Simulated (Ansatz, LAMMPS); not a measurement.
# Forces and charges in amorphous poly(propylene oxide) (as short chains C35O12H72) at 440 K (238 atoms)

What does DFT give for amorphous poly(propylene oxide) (as short chains C35O12H72) at 440 K (238 atoms) as built?

Program: Ansatz 0.2.0. Level of theory: Kohn-Sham DFT, LDA, PAW (set soft_2), plane waves. Results are calculated unless marked as measured.

## 1. The structure

The cell holds 238 atoms: 70 C, 24 O and 144 H. Cell: a = 13.683 Å, b = 13.683 Å, c = 13.683 Å, α = 90.0°, β = 90.0°, γ = 90.0°. 2 poly(propylene oxide) chains of 11 units with methyl end groups placed at random, at 0.888 g/cm³; overlaps pushed apart, then 20 ps at 800 K with MMFF94 bonds, angles, torsions, charges and radii (Halgren, J. Comput. Chem. 17, 490 (1996)) in harmonic and 12-6 forms. Snapshot after 30 ps at 440 K and fixed volume.

Before any run, some limits are plain. The network of contacts between molecules at the start is that of the classical potential that made the cell, and needn't be the one that DFT or experiment would give. The functional has no dispersion term, which matters for the binding between molecules or layers, where LDA binds through overlap of densities alone. The density was typed from a rule of thumb and may lie off the real one at this temperature. Only the Γ point is sampled, in a cell whose shortest periodic width is 14 Å.

## 2. The classical run that made the cell

A classical potential makes the cell, at a small fraction of what the same run would cost in DFT.

This step: classical MD, MMFF94 bonds, angles, torsions, charges and radii (Halgren, J. Comput. Chem. 17, 490 (1996)) in harmonic and 12-6 forms; charges of ions scaled by 0.8 (LAMMPS 22 Jul 2025 - Update 4).

Contents of in.lmp:

```
# amorphous poly(propylene oxide)
units real
atom_style full
boundary p p p
bond_style harmonic
angle_style harmonic
dihedral_style opls
improper_style harmonic
special_bonds lj 0 0 0.5 coul 0 0 0.75
read_data data.lmp
neigh_modify delay 0 every 1 check yes one 4000
comm_modify cutoff 12.0
timestep 0.5
thermo_style custom step time temp pe press density
thermo_modify norm yes
# push overlapping molecules apart
pair_style soft 2.6
pair_coeff * * 0.0
variable a equal ramp(1,60)
fix ad all adapt 1 pair soft a * * v_a
velocity all create 800 865062 mom yes dist gaussian
fix lim all nve/limit 0.03
fix lan all langevin 800 800 50 865063 zero yes
thermo 1000
run 3000 post no
unfix ad
pair_style lj/cut/coul/long 9.0
pair_modify mix arithmetic tail yes
pair_coeff 1 1 0.0678 3.3680   # C
pair_coeff 2 2 0.0763 3.0430   # O
pair_coeff 3 3 0.0216 2.5400   # H
kspace_style pppm 1.0e-4
thermo 100
minimize 1e-5 1e-3 300 3000
# [... 15 lines left out ...]
compute msd all msd com yes
thermo 7500
fix md all nvt temp 440 440 100
run 30000 post no
print "== T440: mean square displacement over the hold $(c_msd[4]:%.2f) A^2"
unfix md
uncompute msd
write_dump all custom T440.dump id type xs ys zs modify sort id
```

The run is started by

```
> lmp -in in.lmp -log none -nocite
```

The log of the run:

```text
LAMMPS (22 Jul 2025 - Update 4)
Reading data file ...
  orthogonal box = (0 0 0) to (13.68279 13.68279 13.68279)
  238 atoms
  orthogonal box = (0 0 0) to (13.68279 13.68279 13.68279)
  236 bonds
  444 angles
  540 dihedrals
   Step          Time           Temp          PotEng         Press         Density
         0   0              800            1.1029968     -3390.0088      0.8880007
      1000   500            616.60177      3.2147021      26651.077      0.8880007
      2000   1000           594.97594      3.2957723      18848.407      0.8880007
      3000   1500           611.17301      3.0070442      16685.054      0.8880007
[... 29 lines left out ...]
Loop time of 16.504 s on 1 MPI rank(s) for 20000 steps with 238 atoms
   Step          Time           Temp          PotEng         Press         Density
[... 4 lines left out ...]
Loop time of 16.4217 s on 1 MPI rank(s) for 20000 steps with 238 atoms
   Step          Time           Temp          PotEng         Press         Density
[... 2 lines left out ...]
     52500   51500          454.52432      2.8973477      3850.7176      0.8880007
     60000   59000          444.82991      2.9927632     -6303.5083      0.8880007
     67500   66500          451.58048      2.9069508      8208.5791      0.8880007
     72000   71000          415.15094      2.9490426      10227.538      0.8880007
Loop time of 24.0135 s on 1 MPI rank(s) for 30000 steps with 238 atoms
== T440: mean square displacement over the hold 10.69 A^2
```

The job ended after 60 s (1 thread of Arm Neoverse V2, shared host; peak memory 0.13 GiB).

The input also reads data.lmp (atoms, bonds and types; not printed here).

## 3. Plane-wave single point

The electrons are solved once, with the atoms held.

Contents of input.yaml:

```yaml
crystal:
  lattice:
    - [13.68279, 0.0, 0.0]
    - [0.0, 13.68279, 0.0]
    - [0.0, 0.0, 13.68279]
  atoms:
    - { symbol: C, position: [0.67817, 0.37487, 0.06276] }
    - { symbol: O, position: [0.70364, 0.31432, 0.98253] }
    - { symbol: C, position: [0.80043, 0.28687, 0.97512] }
    - { symbol: C, position: [0.81174, 0.22483, 0.88382] }
    - { symbol: C, position: [0.74847, 0.14143, 0.8831] }
    - { symbol: O, position: [0.91275, 0.1875, 0.88371] }
    - { symbol: C, position: [0.97277, 0.25215, 0.83105] }
    - { symbol: C, position: [0.07612, 0.21499, 0.83481] }
    - { symbol: C, position: [0.07653, 0.12508, 0.7736] }
    - { symbol: O, position: [0.13016, 0.28883, 0.79024] }
    - { symbol: C, position: [0.23219, 0.28039, 0.79411] }
    - { symbol: C, position: [0.27182, 0.35605, 0.86379] }
    - { symbol: C, position: [0.24287, 0.34703, 0.96886] }
    - { symbol: O, position: [0.3745, 0.34954, 0.86475] }
    - { symbol: C, position: [0.42313, 0.44428, 0.85431] }
    - { symbol: C, position: [0.4304, 0.48062, 0.74865] }
    - { symbol: C, position: [0.51567, 0.54094, 0.73615] }
    - { symbol: O, position: [0.34315, 0.53103, 0.72059] }
    - { symbol: C, position: [0.32229, 0.50653, 0.62571] }
    - { symbol: C, position: [0.23065, 0.55175, 0.59202] }
    - { symbol: C, position: [0.14062, 0.52246, 0.64246] }
    - { symbol: O, position: [0.21819, 0.53473, 0.48848] }
    - { symbol: C, position: [0.19113, 0.44073, 0.45669] }
    - { symbol: C, position: [0.17075, 0.44231, 0.34679] }
    - { symbol: C, position: [0.08599, 0.49253, 0.31019] }
    - { symbol: O, position: [0.15901, 0.33797, 0.3189] }
    - { symbol: C, position: [0.21798, 0.3141, 0.23972] }
    - { symbol: C, position: [0.24329, 0.21246, 0.23436] }
    - { symbol: C, position: [0.28455, 0.18652, 0.33411] }
    - { symbol: O, position: [0.31724, 0.19525, 0.1621] }
    - { symbol: C, position: [0.34104, 0.09022, 0.15048] }
    - { symbol: C, position: [0.32349, 0.06717, 0.04368] }
    [... 200 atom lines left out ...]
    - { symbol: H, position: [0.79011, 0.28116, 0.32219] }
    - { symbol: H, position: [0.79766, 0.29548, 0.19435] }
    - { symbol: H, position: [0.90549, 0.32178, 0.26418] }
    - { symbol: H, position: [0.96894, 0.02107, 0.17435] }
    - { symbol: H, position: [0.84582, 0.04735, 0.10488] }
    - { symbol: H, position: [0.95986, 0.07507, 0.04759] }
kpoints:
  mp_grid: { grid: [1, 1, 1] }
hamiltonian:
  xc: lda
scf:
  occupations: { method: fermi_dirac, width: 0.025 }
output:
  forces: true
  stress: true
  populations: intrinsic
  dos:
    method: { smearing: { sigma: 0.15 } }
    de: 0.1
    projected: { site_lists: { C: [C], H: [H], O: [O] } }
  eigenvalues: true
  write_density: true
  write_potential: true
  volumetric_format: npy
```

The run is started by

```
> ansatz run input.yaml --threads 8 --pin off --max-ram 15872MiB --backend cpu --events-out ev --progress --plain --runs-dir out
```

The log of the run:

```text
Engine: ansatz 0.2.0, aarch64-unknown-linux-gnu
Pseudopotentials: kind: paw
Pseudopotential: C, paw, valence charge 4, recommended cutoff 420 eV (normal), C.paw.azcp
Pseudopotential: O, paw, valence charge 6, recommended cutoff 420 eV (normal), O.paw.azcp
Pseudopotential: H, paw, valence charge 1, recommended cutoff 420 eV (normal), H.paw.azcp
[... 3 lines on functional and potentials left out ...]
Crystal: 238 atoms, lattice volume = 2561.675 Å³
Basis set: ecut = 420 eV, 50061 PW (Γ)
Bands: 522, of which v1, the nominal top of the filled ones, is band 284 counted from 1 (283 counted from 0)
Symmetry: 1 space group operations
Space group: P1 (ITA 1), of the structure as read, at distance tolerance 1.4e-4 Å
k-points: 1
[... 9 lines on functional and potentials left out ...]
Initial density: superposition of atomic densities (neutral atoms: chi_scale 0, normalization atom), corrected by the library's trained network
Initial wavefunctions: pseudopotential atomic-orbital guess
Functional: x = slater, c = lda
SCF iter   1: F=—  HF=-32567.607251 eV  |F-HF|=—  |Δ(HF+E_count)|=         —  Δρ=9.48e-3  dr2=1.75e0  ethr=1.77e-3  ⟨swp⟩=6.0  Hψ=2412  notcnv=0  defer=61
preconditioner: auto → Resta (q_TF=auto, 2.123 Å⁻¹)  ε∞=2.3  [insulator: Δε(μ)=3.989 eV  Ē_g=15.295 eV  σ=0.025 eV  W_gap=1.00  n_scr=436 (ndim 8)  ℏωp=17.2 eV  f_vac=0.310  D(μ)=0.00/eV (n_scr^D=0)  ε∞_Penn≈2.3]
SCF iter   2: F=—  HF=-32567.159600 eV  |F-HF|=—  |Δ(HF+E_count)|=   4.48e-1  Δρ=4.00e-3  dr2=3.41e-1  ethr=3.08e-4  ⟨swp⟩=3.0  Hψ=877  notcnv=0  defer=232
SCF iter   3: F=—  HF=-32567.115756 eV  |F-HF|=—  |Δ(HF+E_count)|=   4.38e-2  Δρ=1.88e-3  dr2=8.21e-2  ethr=6.01e-5  ⟨swp⟩=3.0  Hψ=565  notcnv=0  defer=232
SCF iter   4: F=—  HF=-32567.112218 eV  |F-HF|=—  |Δ(HF+E_count)|=   3.54e-3  Δρ=5.28e-4  dr2=1.02e-2  ethr=1.44e-5  ⟨swp⟩=2.0  Hψ=579  notcnv=0  defer=232
SCF iter   5: F=—  HF=-32567.117132 eV  |F-HF|=—  |Δ(HF+E_count)|=   4.91e-3  Δρ=1.78e-4  dr2=1.57e-3  ethr=1.80e-6  ⟨swp⟩=2.0  Hψ=572  notcnv=0  defer=232
SCF iter   6: F=—  HF=-32567.119250 eV  |F-HF|=—  |Δ(HF+E_count)|=   2.12e-3  Δρ=1.23e-4  dr2=3.63e-4  ethr=2.76e-7  ⟨swp⟩=2.0  Hψ=579  notcnv=0  defer=232
SCF iter   7: F=—  HF=-32567.119377 eV  |F-HF|=—  |Δ(HF+E_count)|=   1.27e-4  Δρ=3.93e-5  dr2=3.78e-5  ethr=6.39e-8  ⟨swp⟩=2.0  Hψ=884  notcnv=0  defer=232
SCF iter   8: F=—  HF=-32567.119733 eV  |F-HF|=—  |Δ(HF+E_count)|=   3.56e-4  Δρ=1.15e-5  dr2=4.43e-6  ethr=6.66e-9  ⟨swp⟩=2.0  Hψ=573  notcnv=0  defer=232
SCF iter   9: F=—  HF=-32567.119741 eV  |F-HF|=—  |Δ(HF+E_count)|=   8.13e-6  Δρ=4.30e-6  dr2=5.90e-7  ethr=7.80e-10  ⟨swp⟩=2.0  Hψ=574  notcnv=0  defer=232
SCF iter  10: F=—  HF=-32567.119742 eV  |F-HF|=—  |Δ(HF+E_count)|=   9.98e-7  Δρ=2.75e-6  dr2=1.79e-7  ethr=1.76e-11  ⟨swp⟩=20.0  Hψ=4665  notcnv=0
SCF iter  11: F=-32567.119742 eV  HF=-32567.119742 eV  |F-HF|=2.77e-8  |Δ(HF+E_count)|=   8.42e-8  Δρ=7.59e-7  dr2=1.68e-8  ethr=1.76e-11  ⟨swp⟩=8.0  Hψ=2372  notcnv=0
SCF 1 converged in 11 iterations: F = -32567.119742 eV  dr2 = 1.68e-8
  greatest PAW one-centre occupation: 0.862 electrons in one spin orbital (limit 2), on the O atom at site 144 (counted from 0), in its partial waves of l = 0
SCF converged after 11 iterations
Free energy (F): -32567.119742 eV
Harris-Foulkes:  -32567.119742 eV  (|F-HF|=2.77e-8)
Internal energy: -32567.119742 eV  (E = F + TS)
E sigma→0 (E₀):  -32567.119742 eV
Fermi energy:    0.946296 eV
--- Per-component energies (eV) ---
  E_band       = -4756.355357
  E_kinetic    = 12578.174807
  E_local      = -49324.823007  (includes V_loc(G=0)·N_el)
  E_nonlocal   = 3419.192214
  E_hartree    = 19051.988204
  E_xc         = -6318.834842
  E_vxc        = -8009.822685  (∫ρ·V_xc dr)
  E_paw        = -10044.032143  (= ΣΔE_a)
  E_vpaw       = -1522.919564  (= ΣTr[D̂ρ^β])
  E_aug_tail   = -0.132121  (compensation charges beyond the density's cutoff)
  E_ewald      = -1935.377245
  E_core_change = 6.724391  (= ΣΔE_core)
  E_smearing   = -0.000000  (= −TS)
  E_closure    = 0.000000  (closes the sum)
  Σ components = -32567.119742   (vs F -32567.119742, Δ=0.00e0)
--- Forces (eV/Å), atoms counted from 1 ---
  atom   1  C      1.40418140    -3.79271591    -0.77398407
  atom   2  O     -1.92652429     0.87876445    -1.04453063
  atom   3  C     -0.63900317     0.69315883    -0.52393153
  atom   4  C      2.09072285    -0.40982280     1.07925855
  atom   5  C      0.56200343    -2.07676418     2.37229893
  atom   6  O     -1.30560008     0.78649220    -0.76653106
  atom   7  C     -0.01184535    -0.22349456     1.25289918
  atom   8  C     -0.31824975    -0.42425680    -0.33268515
  atom   9  C      1.54140918    -1.01868026     0.56754679
  atom  10  O      0.57466766     0.68995788    -0.58593144
  atom  11  C     -0.01210619    -0.93917745     1.09641027
  atom  12  C      1.21626689    -1.11525558     0.48796383
  atom  13  C     -0.90386697    -0.71215562    -1.41903800
  atom  14  O      1.39326747     1.42455905    -1.03219871
[...]
atom 237  H      0.70298129     0.25470865     0.65832485
  atom 238  H      0.00584541    -0.43368715     0.31205674
  max |Σ_I F_I| component: 9.86e-5 eV/Å
--- Stress (GPa, compression-positive) ---
        1.431161      -0.442060      -0.055353
       -0.442060       0.696753      -0.434135
       -0.055353      -0.434135       0.508463
  P = ⅓ Tr σ = 0.8788 GPa (8.788 kbar)
--- Band table (eV) ---
  k-point 0: bands = ["-22.4381", "-22.2036", "-22.0300", "-22.0228", [... 506 levels ...], "10.2561", "10.2849", "10.2957", "10.3057", "10.3315", "10.3447", "10.3860", "10.4140", "10.4401", "10.4496", "10.4659", "10.5052"]
--- intrinsic populations: 238 sites ---
  site symbol       q [e]
     0      C      4.3748
     1      O      6.4043
     2      C      4.1306
[...]
237      H      0.8026
  spilling = 0.000000 (of n_electrons = 568.000000)
```

The job ended after 32 s (8 threads of Arm Neoverse V2, shared host; peak memory 3.4 GiB).

The column dr2 measures how far the density is from self-consistency, as an energy; F and HF (Harris–Foulkes) agree once it is small.

Numbers from this run:

```
free energy                                      : -32567.1197 eV
free energy per atom                             : -136.8366 eV/atom
SCF cycles                                       : 11
pressure                                         : 0.8788 GPa
r.m.s. force component                           : 1.193 eV/Å
longest force                                    : 6.569 eV/Å
Fermi energy                                     : 0.9463 eV
gap (highest filled to lowest empty level) : 4.062 eV
```

Length of the force by element:

```
element  coordination  atoms  mean length of the force (eV/Å)  spread  least  most
      C           all     70                             2.64    1.17  0.626  6.57
      H           all    144                             1.24   0.917  0.139  5.96
      O           all     24                             1.80   0.745   0.63  3.48
```

Intrinsic-atomic-orbital charges by element:

```
element  coordination  atoms  mean charge (e)  spread   least    most
      C           all     70           -0.227   0.251  -0.602  0.0744
      H           all    144            0.177  0.0203   0.122   0.225
      O           all     24           -0.401  0.0175  -0.445  -0.372
```

States in the cell by windows of 1 eV, zero at the Fermi level; the larger projections on atomic orbitals stand beside the total:

```
from (eV)  to (eV)  total   C p   H s   O p   C s
      -14      -13   37.4   7.3   9.7   3.0  15.6
      -13      -12   10.2   1.8   2.7   1.0   3.8
      -12      -11   28.8   9.3   7.0   4.1   6.7
      -11      -10   15.6   5.4   4.0   1.9   3.3
      -10       -9   34.9  19.6   5.6   7.7   1.1
       -9       -8   52.8  30.0   9.0  11.2   1.3
       -8       -7   47.7  27.9   9.9   7.9   1.0
       -7       -6   60.0  34.7  16.4   7.1   0.6
       -6       -5   68.7  37.8  19.5   9.3   0.6
       -5       -4   58.5  23.5  14.0  18.0   0.5
       -4       -3   14.5   3.8   2.7   7.4   0.2
       -3       -2   41.1   6.5   5.4  27.9   0.5
       -2       -1    1.0   0.2   0.1   0.7   0.0
       -1        1    0.0   0.0   0.0   0.0   0.0
        1        2    0.9   0.1   0.3   0.0   0.2
        2        3   24.9   3.4   8.3   0.4   3.3
        3        4   47.5  10.8  12.7   1.6   3.9
        4        5   62.1  13.5  15.7   2.2   4.3
```

Between -24 and -14 eV lie 97 more states.

The levels nearest the highest filled one (over half full), pooled over k-points and spins:

```
level less the highest filled one (eV)  occupation
                                -0.328           2
                                -0.286           2
                                -0.168           2
                                -0.125           2
                               -0.0953           2
                                     0           2
                                  4.06           0
                                  4.31           0
                                  4.42           0
                                  4.44           0
                                  4.51           0
                                  4.60           0
```

Electrostatic potential energy in the bc plane at fractional x = 0.232, with atoms of C and O and H within 0.2 Å of it. With pseudopotentials it is smooth inside the atoms' cores, unlike the true potential.

Values in eV, 13 rows by 16 columns, each cell a mean:
```
 -7  -4   4   4  -1 -27 -12   4   4   4   4   4   4   5   5   4
  3   3   3   0  -2 -14 -11   0   4   4   5   5   4   4   4   4
  4   4   3  -8 -36 -14  -3   0   5   5   5   5   4   4   3   4
  4   4   4   3  -5   1   4   4   4   4   4   3  -1  -6 -13   3
  5   4   4   4   4   4   4   3 -10 -12  -3   1 -12  -5   2   5
  5   5   4   4   4   4   3   2 -22 -22  -5   3   4   4   5   5
  5   4   4   3   4   3  -9 -11 -30 -11   5   4   4   4   4   5
  4   4   2 -11   4   4  -3  -7   0   4   5   4   2   3   3   4
  4   4  -1  -6   2   2   0 -13  -1   4   4   2 -23 -10   0  -2
  4   4  -3 -28 -21 -28   0  -1   2   3  -8 -20 -22 -14 -17   1
  3   3   0 -12  -5  -7   3   4   4   3  -5 -28  -6   2 -15   2
  1   1   3   4   5   4   4   4   4   4   3  -2   0   4   4   3
-24 -25   1   4   1  -9  -2   3   4   4   4   4   4   5   5   3
```
Columns run along b (13.7 Å; values clipped at the 3rd and 97th percentile), rows up along c (13.7 Å). Atoms in or near the plane, at fractional coordinates: C at (0.28, 0.79), C at (0.35, 0.97), C at (0.55, 0.59), O at (0.53, 0.49), C at (0.31, 0.24), C at (0.21, 0.23), C at (0.05, 0.02), C at (0.71, 0.22), C at (0.78, 0.30), H at (0.42, 0.83), H at (0.63, 0.60), H at (0.48, 0.31), H at (0.73, 0.15), H at (0.90, 0.19) and more.

(Part 1 of 2 ends here.)

[Logs are printed without paths, hosts, clocks, repeated set-up lines and the standing remarks that a program may print on its own settings, such as how far it seeks lower states.]

[Hosts, paths, dates, database ids (printed as entryN), source tags and the programs' standing remarks are cut or masked in the printed files.]

[The MMFF94 radii named for the starting cell were scaled by 0.96; in molecules described by MMFF94, hydrogen bound to N, O or S took a small fixed 12-6 site in their place.]
